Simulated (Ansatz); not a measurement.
# How BAs (F-43m) expands on warming

Aim: the lattice, expansion, heat capacity and bulk modulus of BAs as it warms.

What experiment has found for this phase:
- volume expansion coefficient 11.55 1e-6/K near room temperature (given in “Basic Physical Properties of Cubic Boron Arsenide (three times its linear coefficient)”, 2019, arxiv:1911.11281)
- volume expansion coefficient 10.8 1e-6/K near room temperature (given in “Thermal expansion coefficients of high thermal conducting BAs and BP materials (three times its linear coefficient)”, 2019, arxiv:1906.04101)

Main program and level: Ansatz 0.2.0; DFT PBE, scalar-relativistic, plane waves, PAW, in the first sound run; inputs show where later runs differ.

Report form: the programs' logs are mostly left out.

### Step 1. The structure

Symmetry: F-43m, No. 216, cubic system. The conventional cell has a = 4.777 Å, b = 4.777 Å, c = 4.777 Å, α = 90.00°, β = 90.00°, γ = 90.00°. Nearest to B lie 4 As at 2.07 Å. As has 4 B at 2.07 Å nearest. Farther neighbours are not listed.

### Step 2. Probe on a coarse mesh

A cheap single point shows whether the cell is a metal or an insulator and how far it is from rest; that sets the k-mesh and the occupations of what follows.

input.yaml

```yaml
crystal:
  lattice:
    - [0.0, 2.3885, 2.3885]
    - [2.3885, 0.0, 2.3885]
    - [2.3885, 2.3885, 0.0]
  atoms:
    - { symbol: B, position: [0.0, 0.0, 0.0] }
    - { symbol: As, position: [0.25, 0.25, 0.25] }
kpoints:
  mp_grid: { grid: [6, 6, 6] }
hamiltonian:
  xc: pbe
scf:
  occupations: { method: gaussian, width: 0.1 }
output:
  forces: true
  stress: true
  eigenvalues: true
```

Command:

```sh
> ansatz run input.yaml --threads 4 --pin off --max-ram 16384MiB --backend cpu --events-out ev --progress --plain --runs-dir out
```

The job ended after 0.27 s (4 threads of Arm Neoverse V2, shared host; peak memory 0.27 GiB).

A gap read on the k-mesh alone can miss the band edges.

Numbers from this step:

```
pressure          : 2.808 GPa
gap on the k-mesh : 1.281 eV
volume per atom   : 13.63 Å³
```

The start is under 2.8 GPa at this level and looks like an insulator or semiconductor on this mesh.

### Step 3. Relaxation

The vibrations must be taken about the equilibrium of this functional, not about the starting cell, so the structure is relaxed.

input.yaml, the sections that differ from step 2:

```yaml
kpoints:
  mp_grid: { grid: [10, 10, 10] }
scf:
  occupations: { method: gaussian, width: 0.02 }
output:
  forces: true
  stress: true
  eigenvalues: true
  write_density: true
  write_potential: true
  elf: true
  volumetric_format: npy
relax:
  adjacent_minimum: "off"
  f_tol: 0.005
  max_steps: 80
  cell: { stress_tol: 0.05 }
# crystal, hamiltonian: as in step 2
```

Run time: 1.9 s. Hardware: 4 threads; peak memory 0.32 GiB; 6.5 s of CPU time.

Step by step:

```csv
step,energy less that of the first step (eV),largest force component (eV/Å),pressure (GPa),volume (Å³)
1,0.0000,0.0000,2.77,27.25
2,-0.0041,0.0000,0.75,27.65
3,-0.0044,0.0000,0.02,27.80
4*,-0.0047,0.0000,0.04,27.80
```

Relaxation steps marked * repeat the geometry before them on a plane-wave basis chosen anew for their cell, so energy and pressure can jump there.

Forces are held to the 24 operations that the run works with; a distortion that breaks them can't arise in this run.

| conventional cell, symmetrised | before | after | change |
| --- | --- | --- | --- |
| a (Å) | 4.777 | 4.809 | +0.7 % |
| b (Å) | 4.777 | 4.809 | +0.7 % |
| c (Å) | 4.777 | 4.809 | +0.7 % |
| volume (Å³/atom) | 13.63 | 13.90 | +2.0 % |

The relaxed structure:

```xyz
2
Lattice="0.0000 2.4044 2.4044 2.4044 0.0000 2.4044 2.4044 2.4044 0.0000" Properties=species:S:1:pos:R:3 pbc="T T T"
B     0.0000    0.0000    0.0000
As    1.2022    1.2022    1.2022
```

Numbers from this step:

* pressure: 0.03835 GPa
* gap on the k-mesh: 1.204 eV
* volume per atom: 13.90 Å³

ELF in the ac plane of a cell with a along [110], b along [-110] and c along [001] of the cube at fractional y = 0.000, with atoms of B and As within 0.2 Å of it. It is the smooth field of the valence electrons, not physical close to the nuclei.

Values, 7 rows by 16 columns, each cell a mean:
```
0.37 0.77 0.80 0.59 0.54 0.73 0.84 0.53 0.37 0.77 0.80 0.59 0.54 0.73 0.84 0.53
0.51 0.68 0.60 0.26 0.20 0.48 0.69 0.58 0.51 0.68 0.60 0.26 0.20 0.48 0.69 0.58
0.12 0.31 0.50 0.47 0.44 0.51 0.40 0.17 0.12 0.31 0.50 0.47 0.44 0.51 0.40 0.17
0.03 0.07 0.21 0.36 0.38 0.27 0.11 0.04 0.03 0.07 0.21 0.36 0.38 0.27 0.11 0.04
0.15 0.09 0.05 0.04 0.04 0.04 0.07 0.13 0.15 0.09 0.05 0.04 0.04 0.04 0.07 0.13
0.52 0.38 0.17 0.04 0.03 0.10 0.30 0.49 0.52 0.38 0.17 0.04 0.03 0.10 0.30 0.49
0.19 0.44 0.51 0.33 0.29 0.45 0.52 0.26 0.19 0.44 0.51 0.33 0.29 0.45 0.52 0.26
```
Columns run along a (6.8 Å), rows up along c (4.8 Å), edges of the conventional cell, whose origin can differ from the input's. Atoms in or near the plane, at fractional coordinates: B at (0.50, 0.00), B at (0.00, 0.00), As at (0.75, 0.75), As at (0.25, 0.75).

Electrostatic potential energy in the ac plane of a cell with a along [110], b along [-110] and c along [001] of the cube at fractional y = 0.000, with atoms of B and As within 0.2 Å of it. With pseudopotentials it is smooth inside the atoms' cores, unlike the true potential.

Ten even steps from '0' (-42 eV) to '9' (18 eV), each cell a mean:
```
0377667730167767751
5776776765676676676
8867997688876998678
9867997689876999678
9876776789886676689
9987667899988666889
9998888999998888899
9999999999999999999
9999999999999999999
8999999998899999998
7889999887889999987
2589999852378999873
0278888720058888850
```
Columns run along a (6.8 Å; values clipped at the 3rd and 97th percentile), rows up along c (4.8 Å), edges of the conventional cell, whose origin can differ from the input's. Atoms in or near the plane, at fractional coordinates: B at (0.50, 0.00), B at (0.00, 0.00), As at (0.75, 0.75), As at (0.25, 0.75).

Valence density in the ac plane of a cell with a along [110], b along [-110] and c along [001] of the cube at fractional y = 0.000, with atoms of B and As within 0.2 Å of it. It is the smooth field of the valence electrons, not physical close to the nuclei.

Values in e/Å³, 7 rows by 16 columns, each cell a mean:
```
 1  1  1  2  2  1  1  1  1  1  1  2  2  1  1  1
 0  0  2 14 20  4  1  0  0  0  2 14 20  4  1  0
 0  0  1  4  5  1  0  0  0  0  1  4  5  1  0  0
 0  0  0  0  0  0  0  0  0  0  0  0  0  0  0  0
 0  0  0  0  0  0  0  0  0  0  0  0  0  0  0  0
 0  0  0  0  0  0  0  0  0  0  0  0  0  0  0  0
 1  1  0  0  0  0  0  1  1  1  0  0  0  0  0  1
```
Columns run along a (6.8 Å), rows up along c (4.8 Å), edges of the conventional cell, whose origin can differ from the input's. Atoms in or near the plane, at fractional coordinates: B at (0.50, 0.00), B at (0.00, 0.00), As at (0.75, 0.75), As at (0.25, 0.75).

The relaxation ends with a pressure of 0.04 GPa.

### Step 4. Relaxing to small residual forces and stress

The relaxation is repeated with tighter thresholds on force and stress, since phonons are sensitive to what is left; a change of mesh or smearing in the input moves the cell too.

input.yaml

```yaml
crystal:
  lattice:
    - [0.0, 2.4044111882, 2.4044111882]
    - [2.4044111882, 0.0, 2.4044111882]
    - [2.4044111882, 2.4044111882, 0.0]
  atoms:
    - { symbol: B, position: [0.0, 0.0, 0.0] }
    - { symbol: As, position: [0.25, 0.25, 0.25] }
kpoints:
  mp_grid: { grid: [12, 12, 12] }
hamiltonian:
  xc: pbe
scf:
  occupations: { method: fixed }
output:
  forces: true
  stress: true
  eigenvalues: true
relax:
  adjacent_minimum: "off"
  f_tol: 0.001
  max_steps: 60
  cell: { stress_tol: 0.01 }
```

Elapsed: 2.4 s, on 4 threads; peak memory 0.33 GiB.

Little changed from the start: no atom moved by 0.005 Å and no cell edge by 0.1 %.

This step gave:

- pressure: -5.08e-6 GPa
- gap on the k-mesh: 1.213 eV

The residual pressure is -5.1e-6 GPa, small enough for phonons.

### Step 5. A new level, relaxed again

The functional, the potentials or the cutoff change, so the crystal is relaxed again at the new setting.

This step: DFT PBE+D3(BJ), scalar-relativistic, plane waves, PAW (Ansatz 0.2.0).

input.yaml, the sections that differ from step 4:

```yaml
crystal:
  lattice:
    - [0.0, 2.4046502017, 2.4046502017]
    - [2.4046502017, 0.0, 2.4046502017]
    - [2.4046502017, 2.4046502017, 0.0]
  atoms:
    - { symbol: B, position: [0.0, 0.0, 0.0] }
    - { symbol: As, position: [0.25, 0.25, 0.25] }
hamiltonian:
  xc: pbe
  dispersion: d3bj
# kpoints, scf, output, relax: as in step 4
```

Run time: 4.2 s. Hardware: 4 threads; peak memory 0.34 GiB; 15 s of CPU time.

Relaxation path:

| step | energy less that of the first step (eV) | largest force component (eV/Å) | pressure (GPa) | volume (Å³) |
| --- | --- | --- | --- | --- |
| 1 | 0.0000 | 0.0000 | -3.71 | 27.81 |
| 2 | -0.0089 | 0.0000 | -1.02 | 27.24 |
| 3 | -0.0096 | 0.0000 | 0.05 | 27.03 |
| 4 | -0.0096 | 0.0000 | 0.00 | 27.04 |
| 5* | -0.0092 | 0.0000 | -0.02 | 27.04 |
| 6 | -0.0092 | 0.0000 | 0.00 | 27.03 |
| 7* | -0.0092 | 0.0000 | 0.00 | 27.03 |

Relaxation steps marked * repeat the geometry before them on a plane-wave basis chosen anew for their cell, so energy and pressure can jump there.

Forces are held to the 24 operations that the run works with; a distortion that breaks them can't arise in this run.

| conventional cell, symmetrised | before | after | change |
| --- | --- | --- | --- |
| a (Å) | 4.809 | 4.764 | -0.9 % |
| b (Å) | 4.809 | 4.764 | -0.9 % |
| c (Å) | 4.809 | 4.764 | -0.9 % |
| volume (Å³/atom) | 13.90 | 13.52 | -2.8 % |

The relaxed structure:

```cif
data_structure
_symmetry_space_group_name_H-M 'P 1'
_symmetry_Int_Tables_number 1
_cell_length_a 3.3688
_cell_length_b 3.3688
_cell_length_c 3.3688
_cell_angle_alpha 60.000
_cell_angle_beta 60.000
_cell_angle_gamma 60.000
_cell_volume 27.03
loop_
_atom_site_label
_atom_site_type_symbol
_atom_site_fract_x
_atom_site_fract_y
_atom_site_fract_z
_atom_site_occupancy
B1 B 0.00000 0.00000 0.00000 1
As2 As 0.25000 0.25000 0.25000 1
```

This step gave:

```
pressure          : -6.68e-5 GPa
gap on the k-mesh : 1.183 eV
volume per atom   : 13.52 Å³
```

The residual pressure is -6.7e-5 GPa, small enough for phonons.

### Step 6. Phonons on strained cells

The study relaxes the crystal at several strains, solves the phonons on some of them and minimises the free energy at each temperature (static energy, vibrations, the electrons in a metal, and PV under a set pressure); the q-mesh sets how far the force constants reach.

input.yaml, the sections that differ from step 5:

```yaml
crystal:
  lattice:
    - [0.0, 2.3820843381, 2.3820843381]
    - [2.3820843381, 0.0, 2.3820843381]
    - [2.3820843381, 2.3820843381, 0.0]
  atoms:
    - { symbol: B, position: [0.0, 0.0, 0.0] }
    - { symbol: As, position: [0.25, 0.25, 0.25] }
output:
  eigenvalues: true
phonons:
  method: dfpt
  qmesh: [4, 4, 4]
  temperatures: { t_max: 800.0, t_step: 50 }
  thermal_expansion: {}
# kpoints, hamiltonian, scf: as in step 5
# relax: removed
```

The job ended after 12 min (4 threads; peak memory 2 GiB; 47 min of CPU time).

This step gave:

```
pressure                                         : -5.99e-4 GPa
volume expansion coefficient at 298 K            : 12.20 1e-6/K
C_P at 298 K                                     : 17.13 J/mol-atom/K
entropy at 298 K                                 : 15.79 J/mol-atom/K
isothermal bulk modulus at 298 K                 : 135.6 GPa
Grüneisen parameter at 298 K                     : 0.7957
volume at 298 K                                  : 13.64 Å³/atom
principal linear expansion coefficients at 298 K : 4.068, 4.068, 4.068 1e-6/K
```

Strained cells of the study; zero-point energy where phonons were solved; the pressures are stresses at a fixed cutoff and can carry an offset from the finite basis. Expansion cells, by row:

```
cell  |a| (Å)  |b| (Å)  |c| (Å)  V (Å³/atom)  E - E_lowest (meV/atom)  pressure, compression positive (GPa)  gap (eV)  zero-point energy (meV/atom)
   1    3.369    3.369    3.369        13.52                        0                                 -0.02     1.183                             -
   2    3.396    3.396    3.396        13.84                    3.314                                -3.199     1.208                             -
   3    3.342    3.342    3.342         13.2                    3.423                                 3.487     1.158                             -
   4    3.369    3.369    3.369        13.52                        0                                -0.047     1.184                         81.77
   5    3.386    3.386    3.386        13.72                     1.34                                -2.072     1.199                         80.44
   6    3.378    3.378    3.378        13.63                    0.411                                -1.168     1.192                         81.04
   7    3.397    3.397    3.397        13.85                    3.532                                -3.298     1.209                         79.59
   8    3.336    3.336    3.336        13.12                    5.318                                 4.394     1.151                             -
   9    3.352    3.352    3.352        13.32                    1.298                                 2.107     1.168                             -
  10     3.41     3.41     3.41        14.03                    7.836                                -4.802     1.222                             -
```

Quasi-harmonic; a, b, c are the run's own cell vectors. Expansion, by row:

```
T (K)  a (Å)  b (Å)  c (Å)  alpha (deg)  beta (deg)  gamma (deg)  cell volume (Å³/cell)  alpha_a (1e-6/K)  alpha_b (1e-6/K)  alpha_c (1e-6/K)  alpha_V (1e-6/K)  C_P (J/mol-atom/K)  C_V (J/mol-atom/K)  S (J/mol-atom/K)  B_T (GPa)  B_S (GPa)  Grueneisen  extrapolation  fit error (1e-6/K)
    0  3.377  3.377  3.377           60          60           60                  27.24                 0                 0                 0                 0                   0                   0                 0        137        137           -              0                   0
   50  3.377  3.377  3.377           60          60           60                  27.24              0.21              0.21              0.21              0.63               1.756               1.756              0.55        137        137       0.403              0                   0
  100  3.377  3.377  3.377           60          60           60                  27.24              0.97              0.97              0.97              2.91               6.456               6.455             3.265      136.9      136.9       0.507              0                   0
  150  3.378  3.378  3.378           60          60           60                  27.25              1.77              1.77              1.77               5.3               9.891               9.887             6.562      136.7      136.8       0.602              0                   0
  200  3.378  3.378  3.378           60          60           60                  27.26              2.62              2.62              2.62              7.86               12.78               12.77             9.813      136.4      136.5       0.689              0                0.01
  250  3.379  3.379  3.379           60          60           60                  27.27              3.42              3.42              3.42             10.26               15.23                15.2             12.94        136      136.3       0.754              0                0.01
298.1  3.379  3.379  3.379           60          60           60                  27.29              4.07              4.07              4.07              12.2               17.13               17.08             15.79      135.6        136       0.796              0                0.01
  300  3.379  3.379  3.379           60          60           60                  27.29              4.09              4.09              4.09             12.27                17.2               17.15             15.89      135.6        136       0.797              0                0.01
  350   3.38   3.38   3.38           60          60           60                   27.3              4.63              4.63              4.63             13.88               18.73               18.65             18.67      135.1      135.6       0.826              0                0.01
  400  3.381  3.381  3.381           60          60           60                  27.32              5.05              5.05              5.05             15.15               19.91               19.81             21.25      134.6      135.3       0.847              0                0.01
  450  3.382  3.382  3.382           60          60           60                  27.34              5.39              5.39              5.39             16.16               20.82                20.7             23.65      134.1      134.9       0.862              0                0.01
  500  3.383  3.383  3.383           60          60           60                  27.37              5.66              5.66              5.66             16.97               21.55               21.39             25.88      133.5      134.5       0.873              0                0.01
  550  3.384  3.384  3.384           60          60           60                  27.39              5.88              5.88              5.88             17.63               22.12               21.93             27.96        133      134.1       0.881              0                0.01
  600  3.385  3.385  3.385           60          60           60                  27.42              6.06              6.06              6.06             18.17               22.58               22.37             29.91      132.4      133.7       0.888              0                0.01
  650  3.386  3.386  3.386           60          60           60                  27.44              6.21              6.21              6.21             18.64               22.96               22.72             31.73      131.8      133.3       0.894              0                0.01
  700  3.387  3.387  3.387           60          60           60                  27.47              6.34              6.34              6.34             19.03               23.28                  23             33.44      131.3      132.8       0.898              0                0.01
  750  3.388  3.388  3.388           60          60           60                  27.49              6.46              6.46              6.46             19.38               23.54               23.24             35.06      130.7      132.4       0.902              0                0.02
  800  3.389  3.389  3.389           60          60           60                  27.52              6.56              6.56              6.56             19.69               23.77               23.43             36.59      130.1        132       0.906              0                0.03
```

The expansion coefficient by temperature; values in 1e-6/K:

```csv
temperature (K),volume,principal 1
0,0,0
50,0.63,0.21
100,2.91,0.97
150,5.3,1.77
200,7.86,2.62
250,10.3,3.42
298,12.2,4.07
300,12.3,4.09
350,13.9,4.63
400,15.2,5.05
450,16.2,5.39
500,17.0,5.66
550,17.6,5.88
600,18.2,6.06
650,18.6,6.21
700,19.0,6.34
750,19.4,6.46
800,19.7,6.56
```

At 298 K the volume expansion is 12.2 × 10⁻⁶/K and B_T is 136 GPa. The program raised the cutoff to 487.2 eV by itself: with no cutoff typed, the study takes about 1.16 times the default for its relaxations and scales it with the volume for the phonons.

### Step 7. Outcome

- settings of these figures: PBE+D3(BJ), 487.2 eV, k 12×12×12, q 4×4×4
- volume expansion coefficient at 298 K: 12.20 1e-6/K
- C_P at 298 K: 17.13 J/mol-atom/K
- entropy at 298 K: 15.79 J/mol-atom/K
- isothermal bulk modulus at 298 K: 135.6 GPa
- Grüneisen parameter at 298 K: 0.7957
- volume at 298 K: 13.64 Å³/atom
- principal linear expansion coefficients at 298 K: 4.068, 4.068, 4.068 1e-6/K

**Reading.** Near room temperature BAs expands by 12.2 × 10⁻⁶/K in volume by PBE+D3(BJ), with C_P = 17.1 J/(mol K) per mole of atoms and B_T = 136 GPa. C_P at room temperature is 69 % of the classical 3R an atom, so the stiffest modes are still partly frozen out. A measured volume expansion coefficient near room temperature is 11.55 1e-6/K (arxiv:1911.11281); the calculated 12.2 1e-6/K differs by +6 %. The interpolation has no quadrupole term, so branches near the zone centre are less sure, since this crystal has sites that are not centres of inversion. The dispersion term is taken with its C6 weights frozen at the crystal at rest, in the force constants and, in the expansion study, in the energies too.

[Logs are printed without paths, hosts, clocks, repeated set-up lines and the standing remarks that a program may print on its own settings, such as how far it seeks lower states.]

[Hosts, paths, dates, database ids (printed as entryN), source tags and the programs' standing remarks are cut or masked in the printed files.]

[A step with changed settings may run another functional than the one named; its input shows which.]
